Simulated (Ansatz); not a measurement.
# Dielectric function and optical constants of Pd

Aim: the dielectric function of Pd, and the optical constants that follow from it.

Calculated with Ansatz 0.2.0; DFT, PBE, plane-wave PAW, default files, scalar-relativistic, independent-particle optical response without local fields.

**1. The structure**

Symmetry: Fm-3m, No. 225, cubic system. The conventional cell has a = 3.893 Å, b = 3.893 Å, c = 3.893 Å, α = 90.00°, β = 90.00°, γ = 90.00°. Nearest to Pd lie 12 Pd at 2.75 Å.

**2. Ground state and bands**

The self-consistent density comes first; it also tells whether there is a gap, which decides the occupations and the need for a Drude term.

This step: DFT, PBE, plane-wave PAW, default files, scalar-relativistic, ground state (Ansatz 0.2.0).

File input.yaml:

```yaml
crystal:
  lattice:
    - [0.0, 1.9465, 1.9465]
    - [1.9465, 0.0, 1.9465]
    - [1.9465, 1.9465, 0.0]
  atoms:
    - { symbol: Pd, position: [0.0, 0.0, 0.0] }
kpoints:
  mp_grid: { grid: [10, 10, 10] }
  band_path:
    path:
      - [[0.0, 0.0, 0.0], [0.5, 0.0, 0.5], [0.5, 0.25, 0.75], [0.375, 0.375, 0.75], [0.0, 0.0, 0.0], [0.5, 0.5, 0.5], [0.625, 0.25, 0.625], [0.5, 0.25, 0.75], [0.5, 0.5, 0.5], [0.375, 0.375, 0.75]]
      - [[0.625, 0.25, 0.625], [0.5, 0.0, 0.5]]
    npoints: 6
scf:
  occupations: { method: fermi_dirac, width: 0.05 }
  n_extra_bands: 6
hamiltonian:
  xc: pbe
  pseudopotentials: { kind: paw }
output:
  forces: true
  stress: true
  populations: true
  write_bands: true
  write_density: true
  write_potential: true
  elf: true
  volumetric_format: npy
```

Started as:

```sh
$ ansatz run input.yaml --threads 4 --pin off --max-ram 8192MiB --backend cpu --events-out ev --progress --plain --runs-dir out
```

Output:

```text
scf.n_extra_bands = 6 over 9 filled bands (N_el = 18.0): the run solves 15 bands
Engine: ansatz 0.2.0, x86_64-unknown-linux-gnu
Pseudopotentials: kind: paw
Pseudopotential: Pd, paw, valence charge 18, recommended cutoff 420 eV (normal), Pd.paw.azcp
Functional definition: PBE
  parameter kappa = 0.804
  parameter beta = 0.066725
  exchange = pbe_x(kappa = kappa, mu = beta*pi^2/3)
  correlation = pbe_c(beta = beta)
Crystal: 1 atoms, lattice volume = 14.750 Å³
Basis set: ecut = 420 eV, 283 PW (Γ), exchange–correlation on 40×40×40 points (8 copies of the dense FFT grid, shifted against one another)
Bands: 15, of which v1, the nominal top of the filled ones, is band 9 counted from 1 (8 counted from 0)
Symmetry: 48 space group operations
Space group: Fm-3m (ITA 225), of the structure as read, at distance tolerance 2.5e-5 Å
k-points: 47 of 1000
Non-local potential: Pd, projectors of the file, l = 0: 2, l = 1: 2, l = 2: 2, l = 3: 1
PAW form: soft (Blöchl's): semilocal exchange-correlation on the pseudo side does not see the compensation charge
PAW one-centre angular grid: Pd, 590 points (default); XC on 64 Gauss nodes
Initial density: superposition of atomic densities (neutral atoms: chi_scale 0, normalization atom), corrected by the library's trained network
Initial wavefunctions: pseudopotential atomic-orbital guess
Functional: x = pbe(κ = 0.804, μ = 0.219515), c = pbe(β = 0.066725)
SCF iter   1: F=—  HF=-6972.858263 eV  |F-HF|=—  |Δ(HF+E_count)|=         —  Δρ=4.14e-3  dr2=2.02e-3  ethr=1.77e-3  ⟨swp⟩=5.6  Hψ=3921  notcnv=0  defer=2
preconditioner: auto → none  [metal: Δε(μ)=0.038 eV  Ē_g=18.309 eV  σ=0.050 eV  W_gap=0.19  n_scr=8 (ndim 8)  ℏωp=30.6 eV  f_vac=0.000  D(μ)=1.76/eV (n_scr^D=26)  sad-step TF]
SCF iter   2: F=—  HF=-6972.857936 eV  |F-HF|=—  |Δ(HF+E_count)|=   3.28e-4  Δρ=1.68e-3  dr2=2.23e-4  ethr=1.12e-5  ⟨swp⟩=1.2  Hψ=1104  notcnv=0  defer=37
SCF iter   3: F=—  HF=-6972.858010 eV  |F-HF|=—  |Δ(HF+E_count)|=   7.39e-5  Δρ=4.63e-4  dr2=1.60e-5  ethr=1.24e-6  ⟨swp⟩=1.2  Hψ=680  notcnv=0  defer=37
SCF iter   4: F=—  HF=-6972.858015 eV  |F-HF|=—  |Δ(HF+E_count)|=   5.53e-6  Δρ=4.46e-5  dr2=1.71e-7  ethr=8.90e-8  ⟨swp⟩=2.6  Hψ=918  notcnv=0  defer=37
iter 5 did not close the SCF: its close was put off for the readings that it lacked (scf_convergence_deferred on its scf_iter line)
SCF iter   5: F=-6972.858015 eV  HF=-6972.858015 eV  |F-HF|=1.22e-10  |Δ(HF+E_count)|=   3.89e-8  Δρ=2.57e-6  dr2=2.83e-10  ethr=9.52e-10  ⟨swp⟩=2.6  Hψ=983  notcnv=0  defer=37
SCF iter   6: F=-6972.858015 eV  HF=-6972.858015 eV  |F-HF|=0.00e0  |Δ(HF+E_count)|=  9.46e-11  Δρ=2.91e-7  dr2=8.02e-12  ethr=1.57e-12  ⟨swp⟩=6.3  Hψ=3510  notcnv=0
SCF 1 converged in 6 iterations: F = -6972.858015 eV  dr2 = 8.02e-12
  greatest PAW one-centre occupation: 0.999 electrons in one spin orbital (limit 2), on the Pd atom at site 0 (counted from 0), in its partial waves of l = 0
NSCF: frozen V_eff on 62 k-points
SCF converged after 6 iterations
Free energy (F): -6972.858015 eV
Harris-Foulkes:  -6972.858015 eV  (|F-HF|=0.00e0)
Internal energy: -6972.843141 eV  (E = F + TS)
E sigma→0 (E₀):  -6972.850578 eV
Entropy (-TS):   -0.014874 eV (-14.874 meV/atom)
Fermi energy:    19.838033 eV
--- Per-component energies (eV) ---
  E_band       = -136.284870
  E_kinetic    = 514.065688
  E_local      = -1749.063767  (includes V_loc(G=0)·N_el)
  E_nonlocal   = 217.138218
  E_hartree    = 711.462045
  E_xc         = -168.896134
  E_vxc        = -211.932498  (∫ρ·V_xc dr)
  E_paw        = -3750.232981  (= ΣΔE_a)
  E_vpaw       = -329.416705  (= ΣTr[D̂ρ^β])
  E_aug_tail   = 0.000238  (compensation charges beyond the density's cutoff)
  E_ewald      = -2747.316447
  E_smearing   = -0.014874  (= −TS)
  E_closure    = 0.000000  (closes the sum)
  Σ components = -6972.858015   (vs F -6972.858015, Δ=0.00e0)
--- Forces (eV/Å), atoms counted from 1 ---
  atom   1  Pd     0.00000000     0.00000000    -0.00000000
  max |Σ_I F_I| component: 6.16e-32 eV/Å
--- Stress (GPa, compression-positive) ---
        6.978989       0.000000       0.000000
       -0.000000       6.978989       0.000000
        0.000000       0.000000       6.978989
  P = ⅓ Tr σ = 6.9790 GPa (69.790 kbar)
--- Band table (eV; the first three rows and the last of 47) ---
  k-point 0: bands = [... 5 lower, 16.9825, 16.9825, 16.9825, 18.5938, 18.5938, 36.8402, 41.5456, 41.5456, ... 2 higher]
  k-point 1: bands = [... 5 lower, 16.8641, 17.1008, 17.1008, 18.5423, 18.5423, 37.1797, 39.6491, 41.9576, ... 2 higher]
  k-point 2: bands = [... 5 lower, 16.7483, 17.2807, 17.2807, 18.5764, 18.5764, 36.0289, 38.0612, 42.9582, ... 2 higher]
  k-point 46: bands = [... 5 lower, 15.8273, 17.1655, 18.6579, 20.1218, 27.3731, 30.0298, 30.2117, 31.5209, ... 2 higher]
--- Löwdin populations: 1 site ---
  site symbol       q [e]
     0     Pd     17.3798
  spilling = 0.034454 (of n_electrons = 18.000000)
```

The job ended after 6.2 s (4 threads of Intel Xeon Platinum 8488C (Sapphire Rapids), shared host; peak memory 0.4 GiB; 2.4 s of CPU time).

In the SCF lines HF is the Harris–Foulkes energy and dr2 the Hartree energy of the density residual, in eV; the loop may stop once dr2 is under the threshold and the program's other checks hold. Hψ counts applications of the Hamiltonian.

Read-outs:

```
free energy         : -6972.8580 eV
Fermi energy        : 19.84 eV
electrons           : 18
symmetry operations : 48
pressure            : 6.979 GPa
volume              : 14.75 Å³
gap on the path     : 0 eV
```

There are states at the Fermi level within the smearing, so the occupations stay smeared and the carriers get a Drude term. The cell is left with a pressure of 7.0 GPa, as it stands unrelaxed at this level.

The electronic bands at the labelled points (eV, zero at the Fermi level; # counts the bands kept):

```tsv
point	#2	#3	#4	#5	#6	#7	#8	#9
Γ	-2.85	-2.85	-2.85	-1.24	-1.24	17.00	21.71	21.71
halfway	-4.09	-1.83	-1.57	-1.57	-0.68	18.04	18.04	18.17
X	-5.12	-0.07	0.28	0.28	3.33	10.72	13.16	13.16
halfway	-4.68	-1.41	-0.61	0.28	5.52	10.55	11.87	12.19
W	-3.40	-3.40	-1.34	0.28	8.89	8.89	10.33	11.59
halfway	-4.04	-2.52	-1.15	0.09	7.57	8.54	10.76	13.58
K	-4.17	-1.99	-0.97	-0.17	7.10	8.07	10.79	15.86
halfway	-3.55	-2.69	-1.91	-1.89	0.29	14.77	15.73	20.79
Γ	-2.85	-2.85	-2.85	-1.24	-1.24	17.00	21.71	21.71
halfway	-2.89	-2.56	-2.56	-1.09	-1.09	14.46	18.06	23.47
L	-2.90	-2.90	-0.04	-0.04	0.99	7.29	16.40	20.92
halfway	-3.44	-2.22	-2.15	-0.16	4.20	7.30	15.40	18.85
U	-4.17	-1.99	-0.97	-0.17	7.10	8.07	10.79	15.86
halfway	-4.04	-2.52	-1.15	0.09	7.57	8.54	10.76	13.58
W	-3.40	-3.40	-1.34	0.28	8.89	8.89	10.33	11.59
halfway	-3.65	-2.46	-1.99	-0.17	4.84	7.35	15.59	15.90
L	-2.90	-2.90	-0.04	-0.04	0.99	7.29	16.40	20.92
halfway	-3.44	-2.22	-2.15	-0.16	4.20	7.30	15.40	18.85
K	-4.17	-1.99	-0.97	-0.17	7.10	8.07	10.79	15.86
jump to U	-4.17	-1.99	-0.97	-0.17	7.10	8.07	10.79	15.86
halfway	-4.89	-0.66	-0.35	0.16	4.65	10.56	11.47	13.89
X	-5.12	-0.07	0.28	0.28	3.33	10.72	13.16	13.16
```

The electronic bands as a text plot (rows in eV, shown from -7.2 to 8.0 only):

```
    7.7 |            * *                     **  * **       *
    7.1 |               **               **** ***    ******* *
    6.4 |           *                               *         *
    5.8 |                                    *              *
    5.2 |                 *
    4.5 |          *                                 *         *
    3.9 |         *                         *              *
    3.3 |        *                                    *         *
    2.6 |                  **              *              *
    2.0 |       *                         *            * *
    1.4 |
    0.7 |                                *              *
    0.1 |       **********   **         ****** ******************
   -0.5 |    ***   *      *            *  *   *        * *    **
   -1.2 |****       ****** **  ********    *  ******      *  *
   -1.8 |  ***          ********       *     * *    ***     ***
   -2.4 | ***       *  *     *****  ****   **** *    **   ***
   -3.1 |**          **   ***  ******** ****     * ** *****
   -3.7 |  **        **   *****             ***  *****     **
   -4.3 |    ***    *******  **             ******** *     ****
   -5.0 |    ********   **             ** **   *      ** **  ****
   -5.6 |        **            *      *  *              *       *
   -6.2 |  **                       **
   -6.9 |**                     ****
         Γ       X    W  K        Γ      L     U  W     L   K|U X
```

Electrostatic potential energy in the ac plane of the conventional cell at fractional y = 0.000, with atoms of Pd within 0.2 Å of it. With pseudopotentials it is smooth inside the atoms' cores, unlike the true potential.

Values in eV, 14 rows by 14 columns, each cell a mean:
```
-53 -39 -19   6  19  22  23  23  23  21  15  -5 -27 -47
-31 -22  -6  12  20  22  22  22  22  21  18   5 -13 -27
 -8  -1  10  18  20  20  19  18  19  20  19  15   5  -5
 14  16  19  20  18  12   6   3   8  15  19  19  18  15
 21  21  21  19  10  -6 -19 -22 -14   0  15  20  21  21
 23  23  21  16  -1 -22 -39 -45 -33 -14   8  19  22  23
 24  23  21  14  -8 -31 -53 -56 -45 -22   3  18  22  23
 23  23  21  15  -5 -27 -47 -53 -39 -19   6  19  22  23
 22  22  21  18   5 -13 -27 -31 -22  -6  12  20  22  22
 18  19  20  19  15   5  -5  -8  -1  10  18  20  20  19
  3   8  15  19  19  18  15  14  16  19  20  18  12   6
-22 -14   0  15  20  21  21  21  21  21  19  10  -6 -19
-45 -33 -14   8  19  22  23  23  23  21  16  -1 -22 -39
-56 -45 -22   3  18  22  23  24  23  21  14  -8 -31 -53
```

ELF in the ac plane of the conventional cell at fractional y = 0.000, with atoms of Pd within 0.2 Å of it. It is the smooth field of the valence electrons, not physical close to the nuclei.

Ten even steps from '0' (0.16) to '9' (0.52), each cell a mean:
```
68951000002797
99731000001589
86311111111257
22111356421112
00013799862100
00026987984100
00028963796100
00027976895100
00015899973100
11112578631111
64211122211135
98621000001379
79841000002698
37961000002896
```

**3. Spectrum**

The spectrum is a sum over vertical transitions between filled and empty bands at the fixed density, so many empty bands are needed.

This step: DFT, PBE, plane-wave PAW, default files, scalar-relativistic, independent-particle optical response without local fields (Ansatz 0.2.0).

input.yaml, the sections that differ from step 2:

```yaml
kpoints:
  mp_grid: { grid: [13, 13, 13] }
scf:
  occupations: { method: fermi_dirac, width: 0.05 }
output:
  optics:
    e_range: [0, 20]
    de: 0.05
    sigma: 0.1
    drude_damping: 0.1
    nscf_kmesh: { grid: [16, 16, 16] }
    bands: { spectra_wanted_up_to: 20 }
# crystal, hamiltonian: as in step 2
```

Output:

```text
[...]
Crystal: 1 atoms, lattice volume = 14.750 Å³
Basis set: ecut = 420 eV, 283 PW (Γ)
Bands: 13, of which v1, the nominal top of the filled ones, is band 9 counted from 1 (8 counted from 0)
Symmetry: 48 space group operations
[...]
k-points: 84 of 2197
[...]
SCF iter   1: F=—  HF=-6972.849816 eV  |F-HF|=—  |Δ(HF+E_count)|=         —  Δρ=4.53e-3  dr2=2.60e-3  ethr=1.77e-3  ⟨swp⟩=5.4  Hψ=6350  notcnv=0
[...]
SCF iter   7: F=-6972.849385 eV  HF=-6972.849385 eV  |F-HF|=1.82e-12  |Δ(HF+E_count)|=  2.73e-12  Δρ=2.14e-8  dr2=5.37e-14  ethr=1.00e-12  ⟨swp⟩=2.0  Hψ=2196  notcnv=0
SCF 1 converged in 7 iterations: F = -6972.849385 eV  dr2 = 5.37e-14
[...]
NSCF: frozen V_eff on 145 k-points
output.optics: what the bands over the 20 summed would add to eps1, eps2 and the energy-loss function is held between a lower and an upper bound (5 Lanczos steps). eps1, eps2 and their loss function (loss_summed_bands) are given on every row as the summed bands alone make them. Along an axis, on a row where the two bounds hold the loss function to about 1 % of the greater of itself and 0.5 % of |1/eps|, its cell (loss_completed) is given, with the completed eps1 and eps2 that it is formed of (a cell that is left empty reads nan in the table and null in the record). The two bounds hold it so along every axis on all 400 rows up to 20.000 eV. [rest of the remark cut]
SCF converged after 7 iterations
Free energy (F): -6972.849385 eV
[...]
Internal energy: -6972.831965 eV  (E = F + TS)
E sigma→0 (E₀):  -6972.840675 eV
Entropy (-TS):   -0.017420 eV (-17.420 meV/atom)
Fermi energy:    19.854286 eV
[...]
--- Band table (eV; the first three rows and the last of 84) ---
  k-point 0: bands = [... 5 lower, 16.9874, 16.9874, 16.9874, 18.5990, 18.5990, 36.8405, 41.5458, 41.5458]
  k-point 1: bands = [... 5 lower, 16.9129, 17.0606, 17.0606, 18.5648, 18.5648, 37.0593, 40.2897, 41.7940]
  k-point 2: bands = [... 5 lower, 16.7675, 17.2207, 17.2207, 18.5283, 18.5283, 37.1905, 38.2909, 42.4658]
  k-point 83: bands = [... 5 lower, 16.2008, 16.6684, 18.5363, 20.0544, 27.4945, 29.3737, 30.5627, 31.8940]
```

Wall time 8 s (4 threads); peak memory 1 GiB; 29 s of CPU time.

This step gave:

```
centre of weight of the strongest loss peak in the window : 7.655 eV
Drude plasma energy, first axis                           : 7.380 eV
bands summed                                              : 20
spectra valid up to                                       : 35.61 eV
program's estimate of the k-sum error in Im epsilon       : 0.2 %
electrons in the f-sum                                    : 10.99
```

Table of Im ε, any direction by photon energy; read off at these points:

photon energy (eV), Im ε, any direction and a bar:
```
      0.5        125 ##############################
      1.0         56 #############
      1.5         30 #######
      2.0         19 ####
      2.5         13 ###
      3.0          9 ##
      3.5          7 #
      4.0          6 #
      4.5          5 #
      5.0          5 #
      5.5          4 #
      6.0          3 
      6.5          2 
      7.0          2 
      7.5          1 
      8.0          2 
      8.5          2 
      9.0          2 
      9.5          2 
     10.0          2 
     10.5          2 
     11.0          2 
     11.5          2 
     12.0          2 
     12.5          2 
     13.0          2 
     13.5          3 
     14.0          2 
     14.5          2 
     15.0          2 
     15.5          2 
     16.0          2 
     16.5          2 
     17.0          2 
     17.5          2 
     18.0          2 
     18.5          2 
     19.0          2 
     19.5          3 
     20.0          3
```

Table of Re ε, any direction by photon energy:

```tsv
photon energy (eV)	Re ε, any direction
0.5	-168
1.0	-52.2
1.5	-32.3
2.0	-19.6
2.5	-14.1
3.0	-9.49
3.5	-6.52
4.0	-4.91
4.5	-3.20
5.0	-2.78
5.5	-2.52
6.0	-1.91
6.5	-1.32
7.0	-0.730
7.5	0.0532
8.0	0.692
8.5	1.08
9.0	1.67
9.5	1.47
10.0	1.50
10.5	1.41
11.0	1.68
11.5	1.70
12.0	1.56
12.5	1.64
13.0	1.76
13.5	1.54
14.0	1.43
14.5	1.43
15.0	1.27
15.5	1.12
16.0	1.10
16.5	1.16
17.0	1.19
17.5	1.34
18.0	1.48
18.5	1.69
19.0	2.11
19.5	1.90
20.0	1.29
```

Table of reflectivity at normal incidence, any direction by photon energy; read off at these points:

```tsv
photon energy (eV)	reflectivity at normal incidence, any direction (%)
0.5	91.7
1.0	83.5
1.5	80.6
2.0	75.9
2.5	72.5
3.0	68.3
3.5	62.4
4.0	57.7
4.5	50.2
5.0	47.0
5.5	46.6
6.0	42.9
6.5	37.8
7.0	30.5
7.5	17.3
8.0	11.3
8.5	8.97
9.0	9.87
9.5	11.9
10.0	13.0
10.5	11.4
11.0	11.1
11.5	12.3
12.0	12.6
12.5	12.0
13.0	13.0
13.5	13.9
14.0	13.8
14.5	13.4
15.0	14.2
15.5	14.0
16.0	13.0
16.5	12.2
17.0	11.2
17.5	10.5
18.0	10.5
18.5	10.4
19.0	11.3
19.5	17.6
20.0	19.6
```

The loss function −Im 1/ε at q → 0, any direction by energy loss; read off at these points:

energy loss (eV), loss function −Im 1/ε at q → 0, any direction and a bar:
```
      1.0      0.010 
      2.0      0.025 #
      3.0      0.053 ##
      4.0      0.101 ####
      5.0      0.153 #######
      6.0      0.236 ##########
      7.0      0.460 #####################
      7.6      0.662 ##############################
      8.0      0.513 #######################
      9.0      0.297 #############
     10.0      0.300 #############
     11.0      0.289 #############
     12.0      0.296 #############
     13.0      0.269 ############
     14.0      0.302 #############
     15.0      0.318 ##############
     16.0      0.362 ################
     16.8      0.372 #################
     17.0      0.369 #################
     18.0      0.325 ##############
     19.0      0.237 ##########
     20.0      0.254 ###########
```

Values under 1 per cm are given as 1. Absorption coefficient, any direction against photon energy:

```tsv
photon energy (eV)	absorption coefficient, any direction (1/cm)
1.00	8.1e5
2.00	9.8e5
3.00	1.0e6
4.00	1.0e6
5.00	1.0e6
6.00	1.0e6
7.00	8.3e5
8.00	6.0e5
9.00	6.0e5
10.00	8.2e5
11.00	8.0e5
12.00	9.6e5
13.00	1.0e6
14.00	1.2e6
15.00	1.3e6
16.00	1.3e6
17.00	1.3e6
18.00	1.3e6
19.00	1.3e6
20.00	2.2e6
```

Optical constants at common wavelengths, from n + ik = √ε:

```tsv
wavelength (nm)	n	k	R (%)	1/α
1550	3.84	9.385	86.2	13 nm
1064	3.16	7.292	82.1	12 nm
633	1.95	4.907	76.2	10 nm
532	1.74	4.240	72.7	10.0 nm
365	1.22	2.931	63.9	9.9 nm
308	1.14	2.476	57.4	9.9 nm
248	1.21	2.063	47.0	9.6 nm
```

In reflection the computed colour is light grey: x = 0.318, y = 0.333, luminous reflectivity 74 %.

**4. What came out**

| Property | Result |
| --- | --- |
| gap on the path | 0 eV |
| Drude plasma energy, first axis | 7.38 eV |
| centre of weight of the strongest loss peak in the window, first axis | 7.66 eV |

**Reading.** At this level (PBE, independent particles) Pd is a metal with a Drude plasma energy of 7.4 eV; it reflects 74 % at 550 nm. Along x the bare Drude plasma energy is 7.4 eV; Re ε first rises through zero at 7.47 eV. The strongest loss structure up to 20 eV has its centre of weight at 7.7 eV; a free-electron gas of the 11.0 electrons in the f-sum would put its plasmon at 32.1 eV. In reflection the computed colour is light grey: x = 0.318, y = 0.333, luminous reflectivity 74 %. In the base run ε includes the program's bounded estimate of what the bands above those summed add. The carriers' damping of 0.1 eV is typed, not computed; at 0.8 eV the carriers give 15 % of Im ε, the rest is interband. The Fermi-Dirac width of 0.05 eV acts as an electron temperature of 580 K in the carriers' term.

[Long decimals in the printed logs are rounded to 6 places.]

[Logs are printed without paths, hosts, clocks, repeated set-up lines and the standing remarks that a program may print on its own settings, such as how far it seeks lower states.]

[Hosts, paths, dates, database ids (printed as entryN), source tags and the programs' standing remarks are cut or masked in the printed files.]

[Where the starting crystal was built by hand or by swapping elements, it need not be the compound's stable phase.]

[The count of steps not shown may lack steps that the program refused or didn't finish.]
